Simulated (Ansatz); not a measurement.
## Y on Re(0001): change of the work function

How does one ordered layer of Y (hcp site) change the work function of Re(0001), and what dipole does each adsorbate carry?

Main program and level: Ansatz 0.2.0; plane-wave DFT, PBE, Ansatz PAW.

Report form: the programs' logs are mostly left out.

## Step 1: Set-up

The cell holds 4 atoms: 4 Re. Cell: a = 2.760 Å, b = 2.760 Å, c = 24.686 Å, α = 90.0°, β = 90.0°, γ = 60.0°. Vacuum lies along c.

## Step 2: The clean slab

The bare slab comes first, as the zero from which every change is counted. The two lowest layers are held at bulk places and the upper ones relax. The dipole correction removes the false field that a one-sided slab makes across the periodic vacuum, so each face gets a flat vacuum level of its own.

input.yaml reads:

```yaml
crystal:
  lattice:
    - [2.76, 0.0, 0.0]
    - [1.38, 2.3902301144, 0.0]
    - [0.0, 0.0, 24.6861]
  atoms:
    - { symbol: Re, position: [0.6666666667, 0.6666666667, 0.3645776368] }
    - { symbol: Re, position: [0.0, 0.0, 0.4548592123] }
    - { symbol: Re, position: [0.6666666667, 0.6666666667, 0.5451407877] }
    - { symbol: Re, position: [0.0, 0.0, 0.6354223632] }
kpoints:
  mp_grid: { grid: [12, 12, 1] }
hamiltonian:
  xc: pbe
scf:
  occupations: { method: fermi_dirac, width: 0.1 }
  convergence: { dr2_threshold: 1.0e-08 }
efield:
  axis: 3
  dipole_correction: true
  ramp_position: 0.97
  ramp_width: 0.06
relax:
  f_tol: 0.02
  max_steps: 60
  constraints: [{ sites: [0, 1] }]
output:
  write_potential: true
  write_density: true
  volumetric_format: npy
```

Started as:

```
$ ansatz run input.yaml --threads 4 --pin off --max-ram 6144MiB --backend cpu --events-out ev --progress --plain --runs-dir out
```

The job ended after 20 s (4 threads of Arm Neoverse N1, shared host; peak memory 0.46 GiB; 78 s of CPU time).

Relaxation path:

| step | energy less that of the first step (eV) | largest force component (eV/Å) |
| --- | --- | --- |
| 1 | 0.0000 | 1.5464 |
| 2 | 0.1034 | 2.7383 |
| 3 | -0.0852 | 0.1071 |
| 4 | -0.0866 | 0.0195 |

Relaxation step 2 was tried and not accepted.

The run keeps the 6 symmetry operations that it works with, so distortions that break them were not tested.

The atoms that moved most (Å):

| atom | dx | dy | dz | length |
| --- | --- | --- | --- | --- |
| Re3 | 0.000 | 0.000 | 0.095 | 0.095 |
| Re4 | 0.000 | 0.000 | -0.019 | 0.019 |

The relaxed structure:

```xyz
4
Lattice="2.7600 0.0000 0.0000 1.3800 2.3902 0.0000 0.0000 0.0000 24.6861" Properties=species:S:1:pos:R:3
Re    2.7600    1.5935    9.0000
Re    0.0000    0.0000   11.2287
Re    2.7600    1.5935   13.5529
Re    0.0000    0.0000   15.6671
```

This step gave:

* energy at zero smearing: -43470.0945 eV
* work function, upper face: 4.977 eV
* work function, lower face: 5.129 eV
* dipole along the normal: 0.005545 e·Å
* step between the vacuum levels: -0.1521 eV

Running mean over 2.2287 Å of the planar mean; the ramp of the sawtooth is left out. The electron's electrostatic potential energy less the Fermi level by z:

z (Å), electron's electrostatic potential energy less the Fermi level (eV) and a bar from the least value:
```
      3.5        5.1 ##############################
      4.0        5.1 ##############################
      4.5        5.1 ##############################
      5.0        5.1 ##############################
      5.5        5.1 ##############################
      6.0        5.0 ##############################
      6.5        4.7 #############################
      7.0        3.6 ############################
      7.5        0.1 ######################
      8.0       -6.1 #############
      8.5      -11.3 #####
      9.0      -13.0 ##
      9.5      -13.2 ##
     10.0      -13.3 ##
     10.5      -13.3 ##
     11.0      -13.4 ##
     11.5      -13.2 ##
     12.0      -12.5 ###
     12.5      -12.3 ####
     13.0      -12.8 ###
     13.5      -13.4 ##
     14.0      -14.1 #
     14.5      -14.6 
     15.0      -14.3 
     15.5      -13.4 ##
     16.0      -12.2 ####
     16.5       -8.2 ##########
     17.0       -1.9 ###################
     17.5        2.7 ##########################
     18.0        4.3 #############################
     18.5        4.8 #############################
     19.0        4.9 ##############################
     19.5        5.0 ##############################
     20.0        5.0 ##############################
     20.5        5.0 ##############################
     21.0        5.0 ##############################
     21.5        5.0 ##############################
```

The relaxation took 4 steps and lowered the energy by 0.087 eV; the largest force on the free atoms ends at 0.019 eV/Å.

The work function of the upper face is 4.98 eV.

## Step 3: Adsorbate added

System of this step: Y/Re(0001). The cell holds 17 atoms: 16 Re and 1 Y. Its edges and angles: a = 5.520 Å, b = 5.520 Å, c = 27.873 Å, α = 90.0°, β = 90.0°, γ = 60.0°. Vacuum lies along c.

The clean slab as it ended is repeated in the plane and the adsorbate is set on one face; the cell's size fixes the coverage, and the k-mesh shrinks with it to keep the sampling density about even. Adsorbate and upper layers relax, since the dipole depends on the height.

input.yaml reads:

```yaml
crystal:
  lattice:
    - [5.5199999999, 0.0, 0.0]
    - [2.76, 4.7804602288, 0.0]
    - [0.0, 0.0, 27.8734172128]
  atoms:
    - { symbol: Re, position: [0.3333333333, 0.3333333333, 0.3228882893] }
    - { symbol: Re, position: [0.0, 0.0, 0.4028461927] }
    - { symbol: Re, position: [0.3333333333, 0.3333333333, 0.4862290964] }
    - { symbol: Re, position: [0.0, 0.0, 0.562078611] }
    - { symbol: Re, position: [0.3333333333, 0.8333333333, 0.3228882893] }
    - { symbol: Re, position: [0.0, 0.5, 0.4028461927] }
    - { symbol: Re, position: [0.3333333333, 0.8333333333, 0.4862290964] }
    - { symbol: Re, position: [0.0, 0.5, 0.562078611] }
    - { symbol: Re, position: [0.8333333333, 0.3333333333, 0.3228882893] }
    - { symbol: Re, position: [0.5, 0.0, 0.4028461927] }
    - { symbol: Re, position: [0.8333333333, 0.3333333333, 0.4862290964] }
    - { symbol: Re, position: [0.5, 0.0, 0.562078611] }
    - { symbol: Re, position: [0.8333333333, 0.8333333333, 0.3228882893] }
    - { symbol: Re, position: [0.5, 0.5, 0.4028461927] }
    - { symbol: Re, position: [0.8333333333, 0.8333333333, 0.4862290964] }
    - { symbol: Re, position: [0.5, 0.5, 0.562078611] }
    - { symbol: "Y", position: [0.3333333333, 0.3333333333, 0.6771117107] }
kpoints:
  mp_grid: { grid: [6, 6, 1] }
hamiltonian:
  xc: pbe
scf:
  occupations: { method: fermi_dirac, width: 0.1 }
  convergence: { dr2_threshold: 1.0e-08 }
efield:
  axis: 3
  dipole_correction: true
  ramp_position: 0.97
  ramp_width: 0.06
relax:
  f_tol: 0.02
  max_steps: 60
  constraints: [{ sites: [0, 1, 4, 5, 8, 9, 12, 13] }]
output:
  bader: true
  dos: { projected: true, e_range: [-8, 4] }
  write_potential: true
  write_density: true
  volumetric_format: npy
  elf: true
```

Elapsed: 6.9 min, on 4 threads; peak memory 2.7 GiB; 27 min of CPU time.

Relaxation path:

| step | energy less that of the first step (eV) | largest force component (eV/Å) |
| --- | --- | --- |
| 1 | 0.0000 | 2.2041 |
| 2 | -0.5227 | 2.4032 |
| 3 | -1.0132 | 2.3520 |
| 4 | -1.4270 | 1.8255 |
| 5 | -1.6954 | 1.0094 |
| 6 | -1.7512 | 0.4509 |
| 7 | -1.7649 | 0.0519 |
| 8 | -1.7653 | 0.0115 |

Forces are held to the 6 operations that the run works with; a distortion that breaks them can't arise in this run.

The atoms that moved most (Å):

| atom | dx | dy | dz | length |
| --- | --- | --- | --- | --- |
| Y17 | 0.000 | 0.000 | -0.918 | 0.918 |
| Re4 | 0.000 | 0.000 | 0.086 | 0.086 |
| Re16 | 0.032 | 0.018 | -0.002 | 0.037 |
| Re8 | -0.032 | 0.018 | -0.002 | 0.037 |
| Re12 | 0.000 | -0.037 | -0.002 | 0.037 |
| Re7 | -0.012 | 0.007 | -0.009 | 0.016 |
| Re15 | 0.012 | 0.007 | -0.009 | 0.016 |
| Re11 | 0.000 | -0.013 | -0.009 | 0.016 |

The relaxed structure:

```
Re Y
1.0
     5.52000    0.00000    0.00000
     2.76000    4.78046    0.00000
     0.00000    0.00000   27.87342
Re Y
16 1
Cartesian
  2.7600 1.5935 9.0000
  0.0000 0.0000 11.2287
  2.7600 1.5935 13.5557
  0.0000 0.0000 15.7534
  4.1400 3.9837 9.0000
  1.3800 2.3902 11.2287
  4.1283 3.9905 13.5437
  1.3480 2.4087 15.6651
  5.5200 1.5935 9.0000
  2.7600 0.0000 11.2287
  5.5200 1.5800 13.5437
  2.7600 -0.0369 15.6651
  6.9000 3.9837 9.0000
  4.1400 2.3902 11.2287
  6.9117 3.9905 13.5437
  4.1720 2.4087 15.6651
  2.7600 1.5935 17.9551
```

This step gave:

```yaml
energy_at_zero_smearing: -177729.5948 eV
work_function_upper_face: 2.249 eV
work_function_lower_face: 5.074 eV
dipole_along_the_normal: 0.4121 e·Å
step_between_the_vacuum_levels: -2.826 eV
```

Running mean over 2.2287 Å of the planar mean; the ramp of the sawtooth is left out. Electron's electrostatic potential energy less the Fermi level against z:

z (Å), electron's electrostatic potential energy less the Fermi level (eV) and a bar from the least value:
```
        4        5.1 ##############################
        5        5.1 ##############################
        6        5.0 ##############################
        7        3.6 ############################
        8       -6.1 #############
        9      -13.1 ##
       10      -13.3 #
       11      -13.4 #
       12      -12.6 ##
       13      -12.9 ##
       14      -14.0 
       15      -14.2 
       16      -12.7 ##
       17       -5.5 ##############
       18       -1.8 ###################
       19       -0.5 #####################
       20        1.7 #########################
       21        2.1 #########################
       22        2.2 ##########################
       23        2.2 ##########################
       24        2.2 ##########################
```

The density of states has structure finer than the step of the table below, so its rows give means over 0.25 eV, whole bins alone (the curve runs from -8 to 1.98 eV). Peaks (eV: height): -2.470: 36.9, -1.620: 36.5, -1.500: 42.6, -1.380: 46.3, -0.330: 44.5, 0.330: 36.3, 0.630: 36.5.

The density of states by energy, zero at the Fermi level; means over each step:

energy (eV), density of states (states/eV a cell) and a bar:
```
    -7.75        1.8 
    -7.50        2.5 #
    -7.25        1.7 
    -7.00        2.4 #
    -6.75        1.8 
    -6.50        5.5 ####
    -6.25        6.2 #####
    -6.00       10.6 #########
    -5.75       13.5 ############
    -5.50       12.3 ###########
    -5.25       15.3 ##############
    -5.00       19.4 ##################
    -4.75       13.6 ############
    -4.50       10.8 #########
    -4.25       15.2 ##############
    -4.00       15.2 ##############
    -3.75       19.7 ##################
    -3.50       11.4 ##########
    -3.25       21.2 ####################
    -3.00        9.2 ########
    -2.75       10.4 #########
    -2.50       21.6 ####################
    -2.25       20.6 ###################
    -2.00       18.2 #################
    -1.75       20.0 ##################
    -1.50       31.6 ##############################
    -1.25       28.0 ##########################
    -1.00       23.7 ######################
    -0.75       19.9 ##################
    -0.50       19.7 ##################
    -0.25       21.5 ####################
     0.00       13.9 ############
     0.25       11.5 ##########
     0.50       16.3 ###############
     0.75       16.5 ###############
     1.00       15.6 ##############
     1.25       13.3 ############
     1.50       16.2 ###############
     1.75       18.0 ################
```

Projected DOS per atom over height of the atomic layer and energy from the Fermi level. Layers: Re4 Re4 Re4 Re4 Y from below.

Ten even steps from '0' (0.02 states/eV) to '9' (2.39 states/eV), each cell a mean:
```
43238
32237
42238
32339
32225
65544
64453
95673
53362
65452
22232
44431
34340
33330
23320
44540
13420
13320
11110
00000
00000
00000
```
Columns: height of the atomic layer (Å) from 9 to 18.0; rows upwards: energy from the Fermi level (eV) from -7.96 to 1.95.

Electrostatic potential energy in the ca plane at fractional y = 0.331, with atoms of Re and Y within 0.2 Å of it. With pseudopotentials it is smooth inside the atoms' cores, unlike the true potential.

Ten even steps from '0' (-59 eV) to '9' (9 eV), each cell a mean:
```
22589888898631368988899999999999999999999999
00169999998300048999999999999999999999999999
00169999998300038999999999999999999999999999
00379988998510158998999999999999999999999999
55789877899865689877899999999999999999999999
88999755789988899865689999999999999999999999
88998755789988899865689988889999999999999999
45789877899854589877899864578999999999999999
00379988998510158999998621147999999999999999
00169999998300038999998410037899999999999999
00269999998400048999998510137899999999999999
22589888899732368988898743368999999999999999
77899766789887789876789877789999999999999999
88998755689998999865689999999999999999999999
77899766789877789866789999999999999999999999
```
Columns run along c (16.0 Å, from fractional 0.32 to 0.89 of the cell; values clipped at the 3rd and 97th percentile), rows up along a (5.5 Å). Atoms in or near the plane, at fractional coordinates: Re at (0.32, 0.33), Re at (0.49, 0.33), Re at (0.32, 0.83), Re at (0.49, 0.83), Y at (0.64, 0.33).

Valence density in the ca plane at fractional y = 0.331, with atoms of Re and Y within 0.2 Å of it. It is the smooth field of the valence electrons, not physical close to the nuclei.

Values in e/Å³, 8 rows by 16 columns, each cell a mean:
```
4.2 0.6 0.5 0.4 3.3 2.5 0.5 0.4 0.1 0.0 0.0 0.0 0.0 0.0 0.0 0.0
5.6 0.7 0.4 0.4 4.5 3.4 0.4 0.3 0.1 0.0 0.0 0.0 0.0 0.0 0.0 0.0
1.2 0.4 0.9 0.4 1.0 0.8 0.6 0.6 0.1 0.0 0.0 0.0 0.0 0.0 0.0 0.0
0.6 0.4 1.2 0.4 0.5 0.5 0.8 0.8 0.2 0.3 0.1 0.0 0.0 0.0 0.0 0.0
4.2 0.6 0.5 0.4 3.3 2.5 0.4 0.4 1.0 2.6 0.3 0.0 0.0 0.0 0.0 0.0
5.6 0.7 0.4 0.4 4.4 3.5 0.4 0.3 1.3 3.2 0.5 0.0 0.0 0.0 0.0 0.0
1.2 0.4 0.9 0.4 1.0 0.8 0.6 0.6 0.4 0.8 0.1 0.0 0.0 0.0 0.0 0.0
0.6 0.4 1.2 0.4 0.5 0.5 0.8 0.8 0.2 0.1 0.0 0.0 0.0 0.0 0.0 0.0
```
Columns run along c (16.0 Å, from fractional 0.32 to 0.89 of the cell), rows up along a (5.5 Å). Atoms in or near the plane, at fractional coordinates: Re at (0.32, 0.33), Re at (0.49, 0.33), Re at (0.32, 0.83), Re at (0.49, 0.83), Y at (0.64, 0.33).

ELF in the ca plane at fractional y = 0.331, with atoms of Re and Y within 0.2 Å of it. It is the smooth field of the valence electrons, not physical close to the nuclei.

Values, 8 rows by 16 columns, each cell a mean:
```
0.61 0.37 0.31 0.35 0.54 0.48 0.35 0.37 0.41 0.28 0.14 0.07 0.02 0.00 0.00 0.00
0.62 0.39 0.35 0.37 0.58 0.53 0.37 0.44 0.43 0.30 0.14 0.05 0.02 0.00 0.00 0.00
0.39 0.33 0.30 0.30 0.36 0.35 0.30 0.30 0.35 0.17 0.12 0.12 0.04 0.01 0.00 0.00
0.32 0.31 0.37 0.28 0.33 0.34 0.31 0.33 0.26 0.29 0.12 0.21 0.13 0.02 0.00 0.00
0.61 0.37 0.31 0.35 0.54 0.48 0.34 0.37 0.48 0.79 0.37 0.24 0.21 0.05 0.00 0.00
0.62 0.39 0.35 0.37 0.58 0.53 0.36 0.42 0.53 0.72 0.43 0.24 0.23 0.05 0.00 0.00
0.39 0.33 0.31 0.30 0.35 0.35 0.31 0.31 0.31 0.55 0.19 0.23 0.16 0.03 0.00 0.00
0.32 0.31 0.36 0.28 0.33 0.34 0.30 0.33 0.31 0.11 0.10 0.15 0.07 0.01 0.00 0.00
```
Columns run along c (16.0 Å, from fractional 0.32 to 0.89 of the cell), rows up along a (5.5 Å). Atoms in or near the plane, at fractional coordinates: Re at (0.32, 0.33), Re at (0.49, 0.33), Re at (0.32, 0.83), Re at (0.49, 0.83), Y at (0.64, 0.33).

The relaxation took 8 steps and lowered the energy by 1.8 eV; the largest force on the free atoms ends at 0.011 eV/Å.

By hand: a sheet of dipoles makes a step −p/(ε₀A) in the electron's potential. With e/ε₀ = 180.95 V·Å, p = 0.4121 e·Å and A = 26.39 Å², that is −180.95 × (0.4121) / 26.39 = -2.826 eV, and the two vacuum levels of the run differ by -2.826 eV.

The covered face has 2.25 eV, -2.73 eV against the clean one; the bare back face has moved by -0.05 eV, a measure of how thin the slab is.

## Step 4: Work function against coverage

This step: plane-wave DFT, PBE, Ansatz PAW; work function against coverage (Ansatz 0.2.0).

The runs are now put side by side.

This step gave:

* work function of the clean face: 4.977 eV
* largest change of the work function: -2.728 eV

Work function of the covered face against coverage:

| coverage (adsorbates/nm²) | work function of the covered face (eV) |
| --- | --- |
| 0.00 | 4.98 |
| 3.79 | 2.25 |

The dipole per adsorbate comes from the change of the cell's dipole. Coverage, by row:

| coverage (1/nm²) | coverage (ML) | work function (eV) | change (eV) | dipole per adsorbate, positive end outwards (debye) | mean height of the added atoms over the highest substrate atom (Å) |
| --- | --- | --- | --- | --- | --- |
| 3.79 | 0.25 | 2.249 | -2.728 | 1.873 | 2.202 |

## Step 5: The slab at 0.25 ML, atoms frozen

This step: plane-wave DFT, PBE, Ansatz PAW (Ansatz 0.2.0).

To see where the charge goes, the covered slab, the bare substrate and the adsorbate layer are each run at the same frozen positions and on the same grid.

input.yaml reads:

```yaml
crystal:
  lattice:
    - [5.5199999999, 0.0, 0.0]
    - [2.76, 4.7804602288, 0.0]
    - [0.0, 0.0, 27.8734172128]
  atoms:
    - { symbol: Re, position: [0.3333333333, 0.3333333333, 0.3228882893] }
    - { symbol: Re, position: [0.0, 0.0, 0.4028461927] }
    - { symbol: Re, position: [0.3333333333, 0.3333333333, 0.4863294466] }
    - { symbol: Re, position: [0.0, 0.0, 0.5651748142] }
    - { symbol: Re, position: [0.3333333333, 0.8333333333, 0.3228882893] }
    - { symbol: Re, position: [0.0, 0.5, 0.4028461927] }
    - { symbol: Re, position: [0.3305104426, 0.8347447787, 0.4859009887] }
    - { symbol: Re, position: [-0.0077239018, 0.5038619509, 0.562008393] }
    - { symbol: Re, position: [0.8333333333, 0.3333333333, 0.3228882893] }
    - { symbol: Re, position: [0.5, 0.0, 0.4028461927] }
    - { symbol: Re, position: [0.8347447787, 0.3305104426, 0.4859009887] }
    - { symbol: Re, position: [0.5038619509, -0.0077239018, 0.562008393] }
    - { symbol: Re, position: [0.8333333333, 0.8333333333, 0.3228882893] }
    - { symbol: Re, position: [0.5, 0.5, 0.4028461927] }
    - { symbol: Re, position: [0.8347447787, 0.8347447787, 0.4859009887] }
    - { symbol: Re, position: [0.5038619509, 0.5038619509, 0.562008393] }
    - { symbol: "Y", position: [0.3333333333, 0.3333333333, 0.6441653048] }
kpoints:
  mp_grid: { grid: [6, 6, 1] }
hamiltonian:
  xc: pbe
scf:
  occupations: { method: fermi_dirac, width: 0.1 }
  convergence: { dr2_threshold: 1.0e-08 }
efield:
  axis: 3
  dipole_correction: true
  ramp_position: 0.97
  ramp_width: 0.06
output:
  write_potential: true
  write_density: true
  volumetric_format: npy
```

The job ended after 56 s (4 threads; peak memory 2.5 GiB; 3.7 min of CPU time).

Numbers from this step:

| Property | Result |
| --- | --- |
| energy at zero smearing | -177729.5961 eV |
| work function, upper face | 2.252 eV |
| work function, lower face | 5.075 eV |
| dipole along the normal | 0.4117 e·Å |
| step between the vacuum levels | -2.823 eV |

The work function of the upper face is 2.25 eV.

## Step 6: The substrate of the 0.25 ML cell alone

System of this step: Y/Re(0001), substrate alone, atoms held. The cell holds 16 atoms: 16 Re. Its edges and angles: a = 5.520 Å, b = 5.520 Å, c = 27.873 Å, α = 90.0°, β = 90.0°, γ = 60.0°. Vacuum lies along c.

The second part, atoms unmoved.

Edit input.yaml of step 5 so:

```diff
@@ -22,3 +22,2 @@
     - { symbol: Re, position: [0.5038619509, 0.5038619509, 0.562008393] }
-    - { symbol: "Y", position: [0.3333333333, 0.3333333333, 0.6441653048] }
 kpoints:
```

Wall time 48 s (4 threads); peak memory 2.4 GiB.

Numbers from this step:

- energy at zero smearing: -173880.2703 eV
- work function, upper face: 5.015 eV
- work function, lower face: 5.123 eV
- dipole along the normal: 0.01581 e·Å
- step between the vacuum levels: -0.1084 eV

The work function of the upper face is 5.01 eV.

## Step 7: The adsorbate layer of the 0.25 ML cell alone

System of this step: Y/Re(0001), adsorbate layer alone, atoms held. The cell holds 1 atom: 1 Y. Cell: a = 5.520 Å, b = 5.520 Å, c = 27.873 Å, α = 90.0°, β = 90.0°, γ = 60.0°. Vacuum lies along c.

The third part; a free layer of atoms may carry a moment, so spin is on.

input.yaml, the sections that differ from step 6:

```yaml
crystal:
  lattice:
    - [5.5199999999, 0.0, 0.0]
    - [2.76, 4.7804602288, 0.0]
    - [0.0, 0.0, 27.8734172128]
  atoms:
    - { symbol: "Y", position: [0.3333333333, 0.3333333333, 0.6441653048], spin: 1.0 }
magnetization:
  spin_polarized: true
# kpoints, hamiltonian, scf, efield, output: as in step 6
```

Elapsed: 14 s, on 4 threads; peak memory 0.91 GiB.

This step gave:

| Property | Result |
| --- | --- |
| energy at zero smearing | -3844.8707 eV |
| total moment | 0.9891 μB |
| site moments | 0.8920 μB |
| work function, upper face | 3.182 eV |
| dipole along the normal | 6.84e-6 e·Å |

Site moment by atom:

| atom | site moment (μB) |
| --- | --- |
| Y1 | 0.892 |

The free layer carries a moment of 1.0 μB a cell.

(Continued in part 2 of 2.)

[Logs are printed without paths, hosts, clocks, repeated set-up lines and the standing remarks that a program may print on its own settings, such as how far it seeks lower states.]

[Hosts, paths, dates, database ids (printed as entryN), source tags and the programs' standing remarks are cut or masked in the printed files.]

[Maps of the electrostatic potential energy from Ansatz leave out the sawtooth potential of an applied field or a dipole correction, so their vacuum need not be flat; planar profiles and work functions include it.]

[The density of states shown here was stored with 400 of the rows of the run's finer table, so its peaks can read low, often by over a quarter, or be missed, and its means over a window can be off by a tenth or more.]
